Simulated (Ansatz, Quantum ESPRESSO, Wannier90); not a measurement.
# zigzag Ti chain, bond 2.30 Å, width 0.8 Å: Wannier functions and conductance, part 3 of 5

Aim: a Wannier model and the conductance steps that follow from it, for this wire: zigzag Ti chain, bond 2.30 Å, width 0.8 Å.

Quantum ESPRESSO 7.5 and Wannier90 3.1.0; plane-wave DFT, PBE, GBRV ultrasoft pseudopotentials; cross-check by Ansatz 0.2.0 with PAW datasets.

So far. Step 2 (Self-consistent run): The run needed 13 iterations to bring the estimated error under 1e-07 Ry; the largest force on any atom, held or free, is 0.57 eV/Å.

### 6. Wannier functions and transport

Level of this step: maximally localised Wannier functions and ballistic conductance; plane-wave DFT, PBE, GBRV ultrasoft pseudopotentials (Wannier90).

After disentangling and localising, transport_mode = bulk builds principal layers from hoppings within dist_cutoff and counts open channels.

File wan.win:

```
num_wann = 18
num_bands = 36
num_iter = 200
num_print_cycles = 20
conv_tol = 1e-8
conv_window = 5
guiding_centres = true
dis_num_iter = 1500
dis_conv_tol = 1e-8
dis_win_min = -12.3565
dis_win_max = 7.6435
dis_froz_max = 0.1435
search_shells = 120
fermi_energy = -1.3565

transport = true
transport_mode = bulk
one_dim_axis = z
dist_cutoff = 17.15
dist_cutoff_mode = one_dim
tran_win_min = -4.0
tran_win_max = 2.0
tran_energy_step = 0.02

bands_plot = true
bands_num_points = 96
begin kpoint_path
G 0.0 0.0 0.0 Z 0.0 0.0 0.5
end kpoint_path

begin projections
Ti:s;p;d
end projections

begin unit_cell_cart
ang
  9.0000000000 0.0000000000 0.0000000000
  0.0000000000 8.0000000000 0.0000000000
  0.0000000000 0.0000000000 4.3127717306
end unit_cell_cart

begin atoms_frac
  Ti -0.0444444444 0.0000000000 0.0000000000
  Ti 0.0444444444 0.0000000000 0.5000000000
end atoms_frac

mp_grid = 1 1 8
begin kpoints
  0.0 0.0 0.0000000000
  0.0 0.0 0.1250000000
  0.0 0.0 0.2500000000
  0.0 0.0 0.3750000000
  0.0 0.0 0.5000000000
  0.0 0.0 0.6250000000
  0.0 0.0 0.7500000000
  0.0 0.0 0.8750000000
end kpoints
```

Command:

```console
> OMP_NUM_THREADS=1 wannier90.x wan > wan.run.log
```

Output:

```text
[banner, memory and clock lines left out]
+---------------------------------------------------+
             |                                                   |
             |                   WANNIER90                       |
             |                                                   |
             +---------------------------------------------------+
             |                                                   |
             |        Welcome to the Maximally-Localized         |
             |        Generalized Wannier Functions code         |
             |                             |
             |                                                   |
             |                                                   |
             |  Wannier90 Developer Group:                       |
             |    Giovanni Pizzi    (EPFL)                       |
             |    Valerio Vitale    (Cambridge)                  |
             |    David Vanderbilt  (Rutgers University)         |
             |    Nicola Marzari    (EPFL)                       |
             |    Ivo Souza         (Universidad del Pais Vasco) |
             |    Arash A. Mostofi  (Imperial College London)    |
             |    Jonathan R. Yates (University of Oxford)       |
             |                                                   |
             |  For the full list of Wannier90 3.x authors,      |
             |  please check the code documentation and the      |
             |  README on the GitHub page of the code            |
             |                                                   |
             |                                                   |
             |                                                   |
             |  [ref] "Wannier90 as a community code:            |
             |        new features and applications",            |
             |        165902 (2020).                             |
             |            |
             |                                                   |
             |  in any publications arising from the use of      |
             |                                                   |
             |  [ref] "Maximally Localized Generalised Wannier   |
             |         Functions for Composite Energy Bands"     |
             |         N. Marzari and D. Vanderbilt              |
             |         Phys. Rev. B 56 12847 (1997)              |
             |                                                   |
             |  [ref] "Maximally Localized Wannier Functions     |
             |         for Entangled Energy Bands"               |
             |         I. Souza, N. Marzari and D. Vanderbilt    |
             |         Phys. Rev. B 65 035109 (2001)             |
             |                                                   |
             |                                                   |
             | Copyright (c) 1996-2020                           |
             |        The Wannier90 Developer Group and          |
             |        individual contributors                    |
             |                                                   |
             |      Release: 3.1.0        5th March    2020      |
             |                                                   |
             | This program is free software; you can            |
             | redistribute it and/or modify it under the terms  |
             | of the GNU General Public License as published by |
             | the Free Software Foundation; either version 2 of |
             | the License, or (at your option) any later version|
             |                                                   |
             | This program is distributed in the hope that it   |
             | will be useful, but WITHOUT ANY WARRANTY; without |
             | even the implied warranty of MERCHANTABILITY or   |
             | FITNESS FOR A PARTICULAR PURPOSE. See the GNU     |
             | General Public License for more details.          |
             |                                                   |
             | You should have received a copy of the GNU General|
             | Public License along with this program; if not,   |
             | write to the Free Software Foundation, Inc.,      |
             | 675 Mass Ave, Cambridge, MA 02139, USA.           |
             |                                                   |
             +---------------------------------------------------+
[date or host left out]
             +---------------------------------------------------+

 ******************************************************************************
 * -> Using CODATA 2006 constant values                                       *
 *    (                      *
 * -> Using Bohr value from CODATA                                            *
 ******************************************************************************

 Running in serial (with parallel executable)

                                    ------
                                    SYSTEM
                                    ------

                              Lattice Vectors (Ang)
                    a_1     9.000000   0.000000   0.000000
                    a_2     0.000000   8.000000   0.000000
                    a_3     0.000000   0.000000   4.312772

                   Unit Cell Volume:     310.51956  (Ang^3)

                        Reciprocal-Space Vectors (Ang^-1)
                    b_1     0.698132   0.000000   0.000000
                    b_2     0.000000   0.785398   0.000000
                    b_3     0.000000   0.000000   1.456879

 *----------------------------------------------------------------------------*
 |   Site       Fractional Coordinate          Cartesian Coordinate (Ang)     |
 +----------------------------------------------------------------------------+
 | Ti   1  -0.04444   0.00000   0.00000   |   -0.40000   0.00000   0.00000    |
 | Ti   2   0.04444   0.00000   0.50000   |    0.40000   0.00000   2.15639    |
 *----------------------------------------------------------------------------*
                                ------------
                                K-POINT GRID
                                ------------

             Grid size =  1 x  1 x  8      Total points =    8

 *---------------------------------- MAIN ------------------------------------*
 |  Number of Wannier Functions               :                18             |
 |  Number of Objective Wannier Functions     :                18             |
 |  Number of input Bloch states              :                36             |
[...]
40    -0.274E-01     1.1108447074       36.7046620999       2.24  <-- CONV
        O_D=      0.0403449 O_OD=      7.6221607 O_TOT=     36.7046621 <-- SPRD
 Delta: O_D= -0.1540759E-02 O_OD= -0.2584718E-01 O_TOT= -0.2738794E-01 <-- DLTA
 Cycle:     60
[...]
Sum of centres and spreads ( -2.166487, -1.305041, 25.876927 )    36.24334614

     60    -0.917E-02     0.4087174602       36.2433461362       2.28  <-- CONV
        O_D=      0.0395185 O_OD=      7.1616712 O_TOT=     36.2433461 <-- SPRD
 Delta: O_D= -0.4274704E-03 O_OD= -0.8745125E-02 O_TOT= -0.9172595E-02 <-- DLTA
 Cycle:     80
[...]
Sum of centres and spreads ( -2.201812, -1.492167, 25.876462 )    36.18813841

     80    -0.132E-02     0.1383159773       36.1881384110       2.31  <-- CONV
        O_D=      0.0393191 O_OD=      7.1066629 O_TOT=     36.1881384 <-- SPRD
 Delta: O_D=  0.3097337E-04 O_OD= -0.1351384E-02 O_TOT= -0.1320410E-02 <-- DLTA
 Cycle:    100
[...]
Sum of centres and spreads ( -2.198897, -1.542398, 25.876587 )    36.17752954

    100    -0.331E-03     0.1039062927       36.1775295370       2.35  <-- CONV
        O_D=      0.0390109 O_OD=      7.0963622 O_TOT=     36.1775295 <-- SPRD
 Delta: O_D=  0.2351985E-05 O_OD= -0.3328556E-03 O_TOT= -0.3305036E-03 <-- DLTA

 Writing checkpoint file wan.chk... done

 Cycle:    120
[...]
Sum of centres and spreads ( -2.200004, -1.556280, 25.876621 )    36.16951923

    120    -0.396E-03     0.0844756107       36.1695192252       2.39  <-- CONV
        O_D=      0.0390582 O_OD=      7.0883046 O_TOT=     36.1695192 <-- SPRD
 Delta: O_D= -0.8061779E-04 O_OD= -0.3157811E-03 O_TOT= -0.3963989E-03 <-- DLTA
 Cycle:    140
[...]
Sum of centres and spreads ( -2.202228, -1.559826, 25.876498 )    36.16169036

    140    -0.577E-03     0.0869627128       36.1616903593       2.42  <-- CONV
        O_D=      0.0391520 O_OD=      7.0803820 O_TOT=     36.1616904 <-- SPRD
 Delta: O_D=  0.4383912E-04 O_OD= -0.6209387E-03 O_TOT= -0.5770996E-03 <-- DLTA
 Cycle:    160
[...]
Sum of centres and spreads ( -2.197658, -1.562874, 25.876588 )    36.15314316

    160    -0.366E-03     0.1094200450       36.1531431573       2.46  <-- CONV
        O_D=      0.0389226 O_OD=      7.0720641 O_TOT=     36.1531432 <-- SPRD
 Delta: O_D=  0.4071746E-05 O_OD= -0.3700863E-03 O_TOT= -0.3660146E-03 <-- DLTA
 Cycle:    180
[...]
Sum of centres and spreads ( -2.199486, -1.564526, 25.876625 )    36.14439798

    180    -0.421E-03     0.0870197648       36.1443979843       2.49  <-- CONV
        O_D=      0.0390063 O_OD=      7.0632352 O_TOT=     36.1443980 <-- SPRD
 Delta: O_D= -0.8406368E-04 O_OD= -0.3370467E-03 O_TOT= -0.4211104E-03 <-- DLTA
 Cycle:    200
[...]
Sum of centres and spreads ( -2.202457, -1.565847, 25.876520 )    36.13674584

    200    -0.528E-03     0.0840677571       36.1367458444       2.53  <-- CONV
        O_D=      0.0391085 O_OD=      7.0554809 O_TOT=     36.1367458 <-- SPRD
 Delta: O_D=  0.4097170E-04 O_OD= -0.5689091E-03 O_TOT= -0.5279374E-03 <-- DLTA

 Writing checkpoint file wan.chk... done

 Final State
[...]
WF centre and spread   11  (  1.378894, -3.993997,  4.312891 )     3.64540719
  WF centre and spread   12  (  1.909161, -0.857108,  2.156521 )     3.07543850
  WF centre and spread   13  (  1.396321,  1.224508,  2.156379 )     3.24836834
  WF centre and spread   14  (  0.235374, -0.036318,  2.155547 )     1.25837360
  WF centre and spread   15  (  0.551163, -0.003205,  2.157289 )     1.12353461
  WF centre and spread   16  (  0.411666,  0.054474,  2.156626 )     1.06439780
  WF centre and spread   17  (  0.395392, -0.072907,  2.156441 )     1.07539255
  WF centre and spread   18  (  0.311162,  0.058049,  2.156272 )     1.05555840
  Sum of centres and spreads ( -2.202457, -1.565847, 25.876520 )    36.13674584

         Spreads (Ang^2)       Omega I      =    29.042156433
        ================       Omega D      =     0.039108525
                               Omega OD     =     7.055480886
    Final Spread (Ang^2)       Omega Total  =    36.136745844
 Time for wannierise            0.358 (sec)

 Writing checkpoint file wan.chk... done

 *---------------------------------------------------------------------------*
 |                               PLOTTING                                    |
 *---------------------------------------------------------------------------*

 Translated centres
    translation centre in fractional coordinate:  0.000000  0.000000  0.250000
  WF centre     1  (  0.004958, -0.257646,  1.062822 )
  WF centre     2  ( -3.950293,  1.964068,  2.156245 )
  WF centre     3  ( -1.972158, -0.695553, -0.000316 )
  WF centre     4  ( -0.952321,  1.399295,  0.000022 )
  WF centre     5  ( -0.205888, -0.041596, -0.004085 )
  WF centre     6  ( -0.544032, -0.006943,  0.005442 )
  WF centre     7  ( -0.410818,  0.081417,  0.000374 )
  WF centre     8  ( -0.434869, -0.206288, -0.000170 )
  WF centre     9  ( -0.327442,  0.081236, -0.000459 )
  WF centre    10  (  0.001271, -0.257334, -1.064095 )
  WF centre    11  (  1.378894, -3.993997,  0.000119 )
  WF centre    12  (  1.909161, -0.857108,  2.156521 )
  WF centre    13  (  1.396321,  1.224508,  2.156379 )
  WF centre    14  (  0.235374, -0.036318,  2.155547 )
  WF centre    15  (  0.551163, -0.003205,  2.157289 )
  WF centre    16  (  0.411666,  0.054474,  2.156626 )
  WF centre    17  (  0.395392, -0.072907,  2.156441 )
  WF centre    18  (  0.311162,  0.058049,  2.156272 )

 Calculating interpolated band-structure

 Time to calculate interpolated band structure       0.021 (sec)

 Time for plotting              0.023 (sec)

 *---------------------------------------------------------------------------*
 |                              TRANSPORT                                    |
 *---------------------------------------------------------------------------*

 Calculation of Quantum Conductance and DoS: bulk mode

 Maximum imaginary part of the real-space Hamiltonian:     0.090822

     Maximum real part of the real-space Hamiltonian at each lattice point
            Lattice point R           Max |H_ij(R)|
                  -5                     0.000000
                  -4                     0.003108
                  -3                     0.016077
                  -2                     0.117071
                  -1                     1.422192
                   0                     3.445786
                   1                     1.422192
                   2                     0.117071
                   3                     0.016077
                   4                     0.003108
                   5                     0.000000

 Number of unit cells inside the principal layer:     4
 Number of Wannier Functions inside the principal layer:    72

 Calculating quantum conductance and density of states... done

 Time for transport             5.063 (sec)
 Total Execution Time           7.668 (sec)

 *===========================================================================*
 |                             TIMING INFORMATION                            |
 *===========================================================================*
 |    Tag                                                Ncalls      Time (s)|
 |---------------------------------------------------------------------------|
 |kmesh: get                                        :         1         0.008|
 |overlap: allocate                                 :         1         0.000|
 |overlap: read                                     :         1         0.037|
 |dis: main                                         :         1         2.176|
 |wann: main                                        :         1         0.358|
 |plot: main                                        :         1         0.023|
 |tran: main                                        :         1         5.063|
 *---------------------------------------------------------------------------*

 All done: wannier90 exiting
[key lines of the parts left out:]
|  Fermi energy (eV)                         :            -1.357             |
```

Wall time 8.1 s (1 MPI rank of Arm Neoverse V2, shared host); peak memory 0.09 GiB.

This step gave:

| Quantity | Value |
| --- | --- |
| lead channels at the Fermi level, one spin | 3.000 |
| total spread | 36.14 Å² |
| gauge-invariant spread | 29.04 Å² |
| largest misfit to plane-wave levels between mesh points, inside the frozen window | 0.005138 eV |

Per spin. Table of quantum conductance of the perfect wire, open channels by energy, zero at the Fermi level:

energy (eV), quantum conductance of the perfect wire, open channels and a bar:
```
   -2.400       0.00 
   -2.200       1.00 ######
   -2.000       1.00 ######
   -1.800       1.00 ######
   -1.600       1.00 ######
   -1.400       1.00 ######
   -1.200       1.00 ######
   -1.020       1.00 ######
   -0.800       4.00 ########################
   -0.600       4.00 ########################
   -0.400       4.00 ########################
   -0.200       3.00 ##################
    0.000       3.00 ##################
    0.200       4.00 ########################
    0.400       5.00 ##############################
    0.600       4.00 ########################
    0.800       4.00 ########################
    1.000       4.00 ########################
    1.200       4.00 ########################
    1.400       5.00 ##############################
    1.600       4.00 ########################
    1.800       2.02 ############
    2.000       1.00 ######
```

Wannier functions:

| no. | x (Å) | y (Å) | z (Å) | spread (Å²) |
| --- | --- | --- | --- | --- |
| 1 | 0.004958 | -0.2576 | 1.063 | 2.501 |
| 2 | -3.95 | 1.964 | 2.156 | 3.823 |
| 3 | -1.972 | -0.6956 | -3.16e-4 | 2.929 |
| 4 | -0.9523 | 1.399 | 2.20e-5 | 3.139 |
| 5 | -0.2059 | -0.0416 | -0.004085 | 1.248 |
| 6 | -0.544 | -0.006943 | 0.005442 | 1.101 |
| 7 | -0.4108 | 0.08142 | 3.74e-4 | 1.139 |
| 8 | -0.4349 | -0.2063 | -1.70e-4 | 1.192 |
| 9 | -0.3274 | 0.08124 | -4.59e-4 | 1.017 |
| 10 | 0.001271 | -0.2573 | 3.249 | 2.502 |
| 11 | 1.379 | -3.994 | 4.313 | 3.645 |
| 12 | 1.909 | -0.8571 | 2.157 | 3.075 |
| 13 | 1.396 | 1.225 | 2.156 | 3.248 |
| 14 | 0.2354 | -0.03632 | 2.156 | 1.258 |
| 15 | 0.5512 | -0.003205 | 2.157 | 1.124 |
| 16 | 0.4117 | 0.05447 | 2.157 | 1.064 |
| 17 | 0.3954 | -0.07291 | 2.156 | 1.075 |
| 18 | 0.3112 | 0.05805 | 2.156 | 1.056 |

Electronic bands along the path, in eV, zero at the Fermi level; # counts the bands kept:

```csv
point,#1,#2,#3,#4,#5,#6,#7,#8
Γ,-2.34,-0.84,-0.31,0.19,0.32,0.51,0.70,0.76
halfway,-1.71,-0.78,-0.75,-0.52,0.23,0.37,0.79,1.51
Z,-1.08,-1.08,-0.35,-0.35,0.03,0.03,0.94,0.94
```

Bands and channels are those of the Wannier model: bands that were not projected, and all outside the frozen window, are missing or only approximate.

At least 2 of the functions sit far from every atom, off the bonds: the outer window has let in states of the vacuum, so the basis is not the atomic one that was projected.

### 7. Neighbour list from wannier90 -pp, with dist_cutoff = 9.49

A sensitivity test on the input.

wan_w.win is the input of step 6 with these lines changed:

```diff
@@ -18,3 +18,3 @@
 one_dim_axis = z
-dist_cutoff = 17.15
+dist_cutoff = 9.49
 dist_cutoff_mode = one_dim
```

Command:

```console
> OMP_NUM_THREADS=1 wannier90.x -pp wan_w > wan_w.pp.log
```

It took 0.47 s on 1 MPI rank; peak memory 0.09 GiB.

### 8. Overlaps and projections

The follow-up step for that run.

File wan_w.p2w.in:

```
&inputpp
  prefix = 'nscf'
  outdir = './out'
  seedname = 'wan_w'
  write_mmn = .true.
  write_amn = .true.
  write_unk = .false.
/
```

Command:

```console
> OMP_NUM_THREADS=1 mpirun -n 2 pw2wannier90.x -in wan_w.p2w.in > wan_w.p2w.out
```

The job ended after 6.6 s (2 MPI ranks; peak memory 0.15 GiB).

(Continued in part 4 of 5.)

[Logs are printed without paths, hosts, clocks, repeated set-up lines and the standing remarks that a program may print on its own settings, such as how far it seeks lower states.]

[Hosts, paths, dates, database ids (printed as entryN), source tags and the programs' standing remarks are cut or masked in the printed files.]

[Maps of the electrostatic potential energy from Ansatz leave out the sawtooth potential of an applied field or a dipole correction, so their vacuum need not be flat; planar profiles and work functions include it.]
